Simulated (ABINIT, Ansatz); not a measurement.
Computed results, one entry a study.

### A GW chain in ABINIT: CrF6 (R-3)

Symmetry: R-3, No. 148, trigonal system. Conventional cell: a = 4.805 Å, b = 4.805 Å, c = 13.108 Å, α = 90.00°, β = 90.00°, γ = 120.00°. Nearest to Cr lie 6 F at 1.74 Å. Nearest to F lie 1 Cr at 1.74 Å. Farther neighbours, and contacts between anions beyond the nearest, are not listed.

```xyz
7
Lattice="2.4024 1.3870 4.3692 -2.4024 1.3870 4.3692 0.0000 -2.7741 4.3692" Properties=species:S:1:pos:R:3 pbc="T T T"
Cr    0.0000    0.0000    0.0000
F     0.6889   -1.5362    5.3717
F    -1.6749    0.1715    5.3717
F    -0.9860   -1.3647    7.7359
F     1.6749   -0.1715    7.7359
F    -0.6889    1.5362    7.7359
F     0.9860    1.3647    5.3717
```

| Item | Value |
| --- | --- |
| method | RPA screening on PBEsol, plane waves, norm-conserving pseudopotentials (and 2 further levels or steps) |
| program | ABINIT 10.8.3 |
| settings | cutoff 43 Ha, PseudoDojo scalar-relativistic 0.4.1 standard, norm-conserving, ngkpt (2, 2, 2), nband 70, ecuteps 3.6 Ha, inclvkb 2, shiftk (0, 0, 0), symchi 1, awtr 1, frequency ppm, 2×2×2 k-mesh |
| cost | 5 runs, 4.4 min in all on 4 MPI ranks of Arm Neoverse V1, shared host |
| notes | The cell and positions are those that the Materials Project relaxed with its own functionals (PBE, PBE+U or r2SCAN), kept fixed. Limits: no spin polarisation; d states lean on the start. The 2×2×2 mesh is coarse for this cell, which bears on the long-range parts of exchange and screening. The runs have no spin polarisation. For a closed low-spin shell that is the natural state; where a d or f shell is open it is a constraint, and the gap is then not the crystal’s own. |
| PBEsol gap | 1.94 eV, indirect |
| G0W0 gap on the mesh | 4.96 eV |
| GW settings | 2×2×2 mesh, 70 bands, screening to 98 eV, Godby-Needs plasmon pole |
| known limits | short of the basis limit; no spin polarisation; d states lean on the start; coarse k mesh |

G0W0 moves the gap on the mesh from 1.94 eV to 4.96 eV (+3.02 eV), with Z of 0.73 and 0.75 at the edges. Local fields lower the RPA ε∞ on this mesh from 6.23 to 3.38; a Γ-centred mesh this coarse tends to raise both, most where the direct gap is narrow, while a short band sum lowers them.

[Long decimals in the printed logs are rounded to 6 places.]

[Logs are printed without paths, hosts, clocks, repeated set-up lines and the standing remarks that a program may print on its own settings, such as how far it seeks lower states.]

[Paths, hosts, dates, memory and timing lines, banners, echoed tables and standing remarks are left out of the program output; an Ansatz launch command may be rebuilt from the run's recorded settings. Measured values are a selection of at most five: reports struck by readers or far from the other reports are left out. None is set beside runs whose start may be inverted or whose files or cutoffs have a known fault.]

[Runs of the session that timed out or met a known fault of the program may be left out.]

[Hosts, paths, dates, database ids (printed as entryN), source tags and the programs' standing remarks are cut or masked in the printed files.]

[G0W0 gaps are taken among the corrected bands and points alone; a level outside them can change the order at an edge.]

[Where Ansatz stands beside ABINIT at settings called matched, ABINIT's density can come from a denser mesh and the files from another edition; pairs whose starting gaps differed by over 0.03 eV were left out, so agreement reads better than it is.]
